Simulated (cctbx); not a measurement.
# What is wrong with this refinement?

Cell a = 4.6040 Å, b = 4.6040 Å, c = 7.9200 Å, α = 90.00°, β = 90.00°, γ = 120.00°; space group P-3m1 (no. 164).

Simulated single-crystal data (cctbx): Cu Kα, λ = 1.54184 Å, to d = 0.83 Å, 70 % of the full sphere, strongest reflection 5000 counts, noise from counting, a 4 % proportional error and a noise floor of 2 counts (s.d.); no absorption.

An isotropic refinement with weights 1/σ² prints:

```text
Rint 0.039, 128 unique reflections to 0.83 A
cycle     R1     wR2    GooF  max shift (A)
   1  0.3050  0.6588  23.917   0.19126
  12  0.0126  0.0315   1.144   0.00291
final R1 0.0141 wR2 0.0374 GooF 1.357  parameters 9  data/parameter 14.2
atom        x        y        z      Ueq    occ   su(xyz)  su(Uiso or U11)
Pb1    0.33333  0.66667  0.26393   0.0051  1.000  0.00006  0.0002
Yb1    0.00000  0.00000  0.00000   0.0044  1.000  0.00000  0.0003
Al1    0.33333  0.66667  0.63462   0.0137  1.000  0.00061  0.0009
Al2    0.66416  0.66441  0.35494   0.8410  1.000  0.01021  0.0515
difference map: max 1.03 min -0.85 rms 0.25
Q1    0.3333  0.6667  0.9169    2    1.05  2.24 A from Al1
Q2    0.3333  0.6667  0.3226    2    0.76  0.46 A from Pb1
Q3    0.2472  0.4945  0.5363    6    0.76  1.04 A from Al1
Q4    0.3333  0.6667  0.5073    2    0.63  1.01 A from Al1
Q5    0.1659  0.3318  0.8786    6    0.59  1.64 A from Yb1
Q6    0.0000  0.2277  0.5000    6    0.57  1.25 A from Al2
```

**Question.** Can this result stand? If not, what is the likely fault?

Mend it. The fault: spurious atom: Al2. Against the right model at the same level, R1 goes from 0.0113 to 0.0141 and GooF from 1.00 to 1.36 and Al2 takes U = 0.84 Å². A site with no density behind it hides by a very large U or drifts. The fit had not settled when the cycles ran out.

The compound is YbAl2Pb2. The right model at the same level gives:

```text
Rint 0.039, 128 unique reflections to 0.83 A
cycle     R1     wR2    GooF  max shift (A)
   1  0.1183  0.2614   9.334   0.02167
   2  0.0113  0.0279   0.997   0.00003
final R1 0.0113 wR2 0.0279 GooF 0.997  parameters 5  data/parameter 25.6
atom        x        y        z      Ueq    occ   su(xyz)  su(Uiso or U11)
Pb1    0.33333  0.66667  0.26394   0.0054  1.000  0.00004  0.0002
Yb1    0.00000  0.00000  0.00000   0.0047  1.000  0.00000  0.0002
Al1    0.33333  0.66667  0.63484   0.0140  1.000  0.00045  0.0006
difference map: max 0.92 min -1.04 rms 0.21
Q1    0.3333  0.6667  0.9164    2    0.94  2.23 A from Al1
Q2    0.0306  0.5153  0.2861    6    0.67  1.22 A from Pb1
Q3    0.3333  0.6667  0.3352    2    0.57  0.56 A from Pb1
Q4    0.2366  0.4732  0.5715    6    0.57  0.92 A from Al1
Q5    0.1649  0.5824  0.6500    6    0.54  0.68 A from Al1
Q6    0.1663  0.3326  0.8783    6    0.46  1.64 A from Yb1
```

This is a model crystal, built by substitution and not relaxed, with assumed displacement parameters.

[Middle refinement cycles are left out of these outputs.]

[Logs are printed without paths, hosts, clocks, repeated set-up lines and the standing remarks that a program may print on its own settings, such as how far it seeks lower states.]
